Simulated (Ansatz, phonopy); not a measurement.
# AlNi (Pm-3m): thermal expansion from first principles, part 4 of 4

Aim: the lattice, expansion, heat capacity and bulk modulus of AlNi as it warms.

Measurements to reproduce:
- heat capacity C_P per formula unit 45.9 J/mol/K near room temperature (given in “High-Throughput Prediction of Finite-Temperature Properties using the Quasi-Harmonic Approximation”, 2016, arXiv:1603.06924)

Ansatz 0.2.0; DFT LDA, scalar-relativistic, plane waves, PAW (the session's first sound run).

So far, isothermal bulk modulus at 298 K (GPa): step 6 (the quasi-harmonic study, functional LDA, q-mesh 2×2×2) 175; step 7 (q-mesh 4×4×4) 175. Also principal linear expansion coefficients at 298 K (× 1e-6/K): step 6 12; step 7 12.4.

The database entry behind the starting cell differs from later determinations by our own check (about 0.2 % short), so it need not match the best structure at ambient conditions.

### 9. Phonons on strained cells, q-mesh 4×4×4 (run 2)

Level of this step: DFT PBE, scalar-relativistic, plane waves, PAW (Ansatz).

The study relaxes the crystal at several strains, solves the phonons on some of them and minimises the free energy at each temperature (static energy, vibrations, the electrons in a metal, and PV under a set pressure); the q-mesh sets how far the force constants reach.

input.yaml reads:

```yaml
crystal:
  lattice:
    - [2.8928579231, 0.0, 0.0]
    - [0.0, 2.8928579231, 0.0]
    - [0.0, 0.0, 2.8928579231]
  atoms:
    - { symbol: Al, position: [0.0, 0.0, 0.0] }
    - { symbol: Ni, position: [0.5, 0.5, 0.5] }
kpoints:
  mp_grid: { grid: [16, 16, 16] }
hamiltonian:
  xc: pbe
scf:
  occupations: { method: methfessel_paxton, width: 0.2 }
  lower_state_search: "off"
output:
  eigenvalues: true
phonons:
  method: dfpt
  qmesh: [4, 4, 4]
  temperatures: { t_max: 900.0, t_step: 50 }
  thermal_expansion: {}
```

Launch:

```console
> ansatz run input.yaml --threads 8 --pin off --max-ram 16384MiB --backend cpu --events-out ev --progress --plain --runs-dir out
```

Numbers of over 12 decimals in the logs are rounded to 6 here.

Output:

```text
[...]
Crystal: 2 atoms, lattice volume = 24.209 Å³
Basis set: ecut = 487.2 eV, 619 PW (Γ), exchange–correlation on 48×48×48 points (8 copies of the dense FFT grid, shifted against one another)
Bands: 15, of which v1, the nominal top of the filled ones, is band 11 counted from 1 (10 counted from 0)
Symmetry: 48 space group operations
[...]
k-points: 165 of 4096
[...]
900.00    2.93636    2.93636    2.93636    25.3180 |   19.17   19.17   19.17   57.52 |   50.90 |    56.994    51.379 |   123.68   137.19
[...]
vibrations' free energy: its fit leaves 0.0001 meV an atom at the most
[...]
free energies summed between the sampled wave vectors
[...]
eigensolver_not_converged in the phonons of 3 cells: 5, 6, 8
[key lines of the parts left out:]
SCF converged after 7 iterations
Free energy (F): -6378.532537 eV
Fermi energy:    13.773344 eV
P = ⅓ Tr σ = -0.0001 GPa (-0.001 kbar)
```

Run time: 20 min. Hardware: 8 threads of Arm Neoverse V2, shared host; peak memory 2.8 GiB; 2.5 h of CPU time.

Strained cells of the study; zero-point energy where phonons were solved; the pressures are stresses at a fixed cutoff and can carry an offset from the finite basis. Expansion cells, by row:

| cell | \|a\| (Å) | \|b\| (Å) | \|c\| (Å) | V (Å³/atom) | E - E_lowest (meV/atom) | pressure, compression positive (GPa) | gap (eV) | zero-point energy (meV/atom) |
| --- | --- | --- | --- | --- | --- | --- | --- | --- |
| 1 | 2.893 | 2.893 | 2.893 | 12.1 | 0 | -0.036 | - | - |
| 2 | 2.916 | 2.916 | 2.916 | 12.4 | 3.376 | -3.65 | - | - |
| 3 | 2.87 | 2.87 | 2.87 | 11.82 | 3.506 | 3.977 | - | - |
| 4 | 2.893 | 2.893 | 2.893 | 12.11 | 0.001 | -0.072 | - | 41.53 |
| 5 | 2.908 | 2.908 | 2.908 | 12.29 | 1.374 | -2.377 | - | 40.33 |
| 6 | 2.912 | 2.912 | 2.912 | 12.34 | 2.27 | -3.023 | - | 39.98 |
| 7 | 2.931 | 2.931 | 2.931 | 12.58 | 8.841 | -5.73 | - | 38.44 |
| 8 | 2.95 | 2.95 | 2.95 | 12.83 | 19.51 | -8.207 | - | 36.91 |
| 9 | 2.864 | 2.864 | 2.864 | 11.75 | 5.436 | 5.013 | - | - |
| 10 | 2.879 | 2.879 | 2.879 | 11.93 | 1.324 | 2.389 | - | - |
| 11 | 2.973 | 2.973 | 2.973 | 13.14 | 38.09 | -10.97 | - | - |

Changing the level of theory (LDA → PBE) takes the volume expansion at 298 K from 37.3 to 42.2 × 10⁻⁶/K and B_T from 175 to 148 GPa.

### 10. The series together

Times are for 8 threads of Arm Neoverse V2, shared host. The series side by side:

| no. | functional | cutoff (eV) | k-mesh | q-mesh | method | pressure (GPa) | volume expansion coefficient at 298 K (1e-6/K) | C_P at 298 K (J/mol-atom/K) | isothermal bulk modulus at 298 K (GPa) | time | memory (GiB) |
| --- | --- | --- | --- | --- | --- | --- | --- | --- | --- | --- | --- |
| 1 | lda | 487.2 | 16×16×16 | 2×2×2 | dfpt | 0 | 35.99 | 22.91 | 175.3 | 3 min | 1.3 |
| 2 | lda | 487.2 | 16×16×16 | 4×4×4 | dfpt | 0 | 37.32 | 23.00 | 174.6 | 16 min | 2.7 |
| 3 | pbe | 487.2 | 16×16×16 | 4×4×4 | dfpt | 0 | 42.20 | 23.41 | 148.4 | 20 min | 2.8 |

The runs together, line volume. The expansion coefficient, volume by temperature; values in 1e-6/K:

| temperature (K) | lda, 487.2, 16×16×16, 2×2×2, dfpt, 0 | lda, 487.2, 16×16×16, 4×4×4, dfpt, 0 | pbe, 487.2, 16×16×16, 4×4×4, dfpt, 0 |
| --- | --- | --- | --- |
| 0 | 0 | 0 | 0 |
| 50 | 4.96 | 6.19 | 7.87 |
| 100 | 17.4 | 18.8 | 22.3 |
| 150 | 25.8 | 27.2 | 31.4 |
| 200 | 30.8 | 32.1 | 36.7 |
| 250 | 34.0 | 35.2 | 40.0 |
| 298 | 36.0 | 37.3 | 42.2 |
| 300 | 36.1 | 37.4 | 42.3 |
| 350 | 37.6 | 39.0 | 44.0 |
| 400 | 38.8 | 40.3 | 45.5 |
| 450 | 39.9 | 41.4 | 46.8 |
| 500 | 40.8 | 42.4 | 47.9 |
| 550 | 41.7 | 43.4 | 49.1 |
| 600 | 42.5 | 44.3 | 50.2 |
| 650 | 43.3 | 45.2 | 51.3 |
| 700 | 44.1 | 46.1 | 52.5 |
| 750 | 44.9 | 47.0 | 53.7 |
| 800 | 45.7 | 47.9 | 54.9 |
| 850 | 46.5 | 48.9 | 56.2 |
| 900 | 47.4 | 49.9 | 57.5 |

The runs together, line C_P. The heat capacity, C_P by temperature; values in J/mol-atom/K:

| temperature (K) | lda, 487.2, 16×16×16, 2×2×2, dfpt, 0 | lda, 487.2, 16×16×16, 4×4×4, dfpt, 0 | pbe, 487.2, 16×16×16, 4×4×4, dfpt, 0 |
| --- | --- | --- | --- |
| 0 | 0 | 0 | 0 |
| 50 | 3.22 | 3.76 | 4.30 |
| 100 | 11.1 | 11.5 | 12.4 |
| 150 | 16.6 | 16.8 | 17.6 |
| 200 | 19.8 | 19.9 | 20.5 |
| 250 | 21.7 | 21.8 | 22.3 |
| 298 | 22.9 | 23.0 | 23.4 |
| 300 | 22.9 | 23.0 | 23.4 |
| 350 | 23.8 | 23.9 | 24.3 |
| 400 | 24.4 | 24.5 | 24.9 |
| 450 | 25.0 | 25.0 | 25.4 |
| 500 | 25.4 | 25.5 | 25.8 |
| 550 | 25.7 | 25.8 | 26.2 |
| 600 | 26.1 | 26.2 | 26.5 |
| 650 | 26.4 | 26.5 | 26.9 |
| 700 | 26.6 | 26.8 | 27.2 |
| 750 | 26.9 | 27.1 | 27.5 |
| 800 | 27.2 | 27.4 | 27.8 |
| 850 | 27.5 | 27.6 | 28.2 |
| 900 | 27.7 | 27.9 | 28.5 |

### 11. Quasi-harmonic fit by phonopy

This step: DFT PBE, scalar-relativistic, plane waves, PAW (phonopy 4.10.0).

Numbers from this step:

- volume expansion coefficient at 300 K: 42.19 1e-6/K
- isothermal bulk modulus at 300 K: 148.3 GPa
- C_P at 300 K: 23.50 J/mol-atom/K
- Grüneisen parameter at 300 K: 2.052

Table of energy (each curve on its own zero) by volume; values in meV/atom:

| volume (Å³/atom) | static | F at 0 K | F at 300 K | F at 900 K |
| --- | --- | --- | --- | --- |
| 12.107 | 0 | 2.1 | 4.6 | 12.8 |
| 12.290 | 1.37 | 2.27 | 3.4 | 7.05 |
| 12.344 | 2.27 | 2.81 | 3.53 | 5.82 |
| 12.585 | 8.84 | 7.84 | 6.67 | 2.8 |
| 12.831 | 19.5 | 17.0 | 13.8 | 3.5 |

Phonopy-qha, vinet fit of F(V) at each temperature. Qha vinet, by row:

| T (K) | fitted volume (Å³/atom) | alpha_V (1e-6/K) | B_T (GPa) | C_P (J/mol-atom/K) | Grueneisen |
| --- | --- | --- | --- | --- | --- |
| 100 | 12.2 | 21.41 | 155 | 12.04 | 1.994 |
| 150 | 12.21 | 30.8 | 153.5 | 17.5 | 2.014 |
| 200 | 12.23 | 36.38 | 151.9 | 20.56 | 2.031 |
| 250 | 12.26 | 39.83 | 150.1 | 22.36 | 2.043 |
| 300 | 12.28 | 42.19 | 148.3 | 23.5 | 2.052 |
| 350 | 12.31 | 43.97 | 146.5 | 24.31 | 2.061 |
| 400 | 12.34 | 45.44 | 144.6 | 24.91 | 2.071 |
| 450 | 12.37 | 46.74 | 142.7 | 25.4 | 2.081 |
| 500 | 12.4 | 47.93 | 140.7 | 25.82 | 2.092 |
| 550 | 12.43 | 49.08 | 138.7 | 26.2 | 2.104 |
| 600 | 12.46 | 50.21 | 136.7 | 26.54 | 2.115 |
| 650 | 12.49 | 51.35 | 134.6 | 26.88 | 2.128 |
| 700 | 12.52 | 52.5 | 132.5 | 27.2 | 2.141 |
| 750 | 12.55 | 53.69 | 130.4 | 27.52 | 2.154 |
| 800 | 12.59 | 54.91 | 128.2 | 27.84 | 2.168 |
| 850 | 12.62 | 56.19 | 126 | 28.17 | 2.182 |

The volume expansion coefficient by temperature; values in 1e-6/K:

| temperature (K) | phonopy-qha, Vinet | Ansatz's own study |
| --- | --- | --- |
| 100 | 21.4 | 22.3 |
| 150 | 30.8 | 31.4 |
| 200 | 36.4 | 36.7 |
| 250 | 39.8 | 40.0 |
| 300 | 42.2 | 42.3 |
| 350 | 44.0 | 44.0 |
| 400 | 45.4 | 45.5 |
| 450 | 46.7 | 46.8 |
| 500 | 47.9 | 47.9 |
| 550 | 49.1 | 49.1 |
| 600 | 50.2 | 50.2 |
| 650 | 51.4 | 51.3 |
| 700 | 52.5 | 52.5 |
| 750 | 53.7 | 53.7 |
| 800 | 54.9 | 54.9 |
| 850 | 56.2 | 56.2 |

The fit gives a volume expansion of 42.2 × 10⁻⁶/K at 300 K, against 42.2 at 298 K from the study itself, whose static fit uses more cells.

### 12. Results

| Item | Value |
| --- | --- |
| settings of these figures | PBE, 487.2 eV, k 16×16×16, q 4×4×4 |
| volume expansion coefficient at 298 K | 42.20 1e-6/K |
| C_P at 298 K | 23.41 J/mol-atom/K |
| entropy at 298 K | 27.62 J/mol-atom/K |
| isothermal bulk modulus at 298 K | 148.4 GPa |
| Grüneisen parameter at 298 K | 2.029 |
| volume at 298 K | 12.28 Å³/atom |
| principal linear expansion coefficients at 298 K | 14.07, 14.07, 14.07 1e-6/K |

What this shows: Near room temperature AlNi expands by 42.2 × 10⁻⁶/K in volume by PBE, with C_P = 23.4 J/(mol K) per mole of atoms and B_T = 148 GPa. C_P at room temperature is 94 % of the classical 3R an atom; C_V is 92 %, and the rest is expansion work. In this metal the study includes the electrons' free energy, which adds a term that grows with temperature, so the heat capacities need not level off at 3R. The log notes that a few bands missed the eigensolver's threshold in the phonon runs. A measured heat capacity per formula unit near room temperature is 45.9 J/mol/K (arXiv:1603.06924); the calculated 46.8 J/mol/K differs by +2 %. The levels of theory differ by up to 4.9 × 10⁻⁶/K in the volume expansion at 298 K. The run has no spin polarisation although the cell holds an element with an open d or f shell; a magnetic state could change the volume and the force constants.

[Logs are printed without paths, hosts, clocks, repeated set-up lines and the standing remarks that a program may print on its own settings, such as how far it seeks lower states.]

[Hosts, paths, dates, database ids (printed as entryN), source tags and the programs' standing remarks are cut or masked in the printed files.]

[A step with changed settings may run another functional than the one named; its input shows which.]
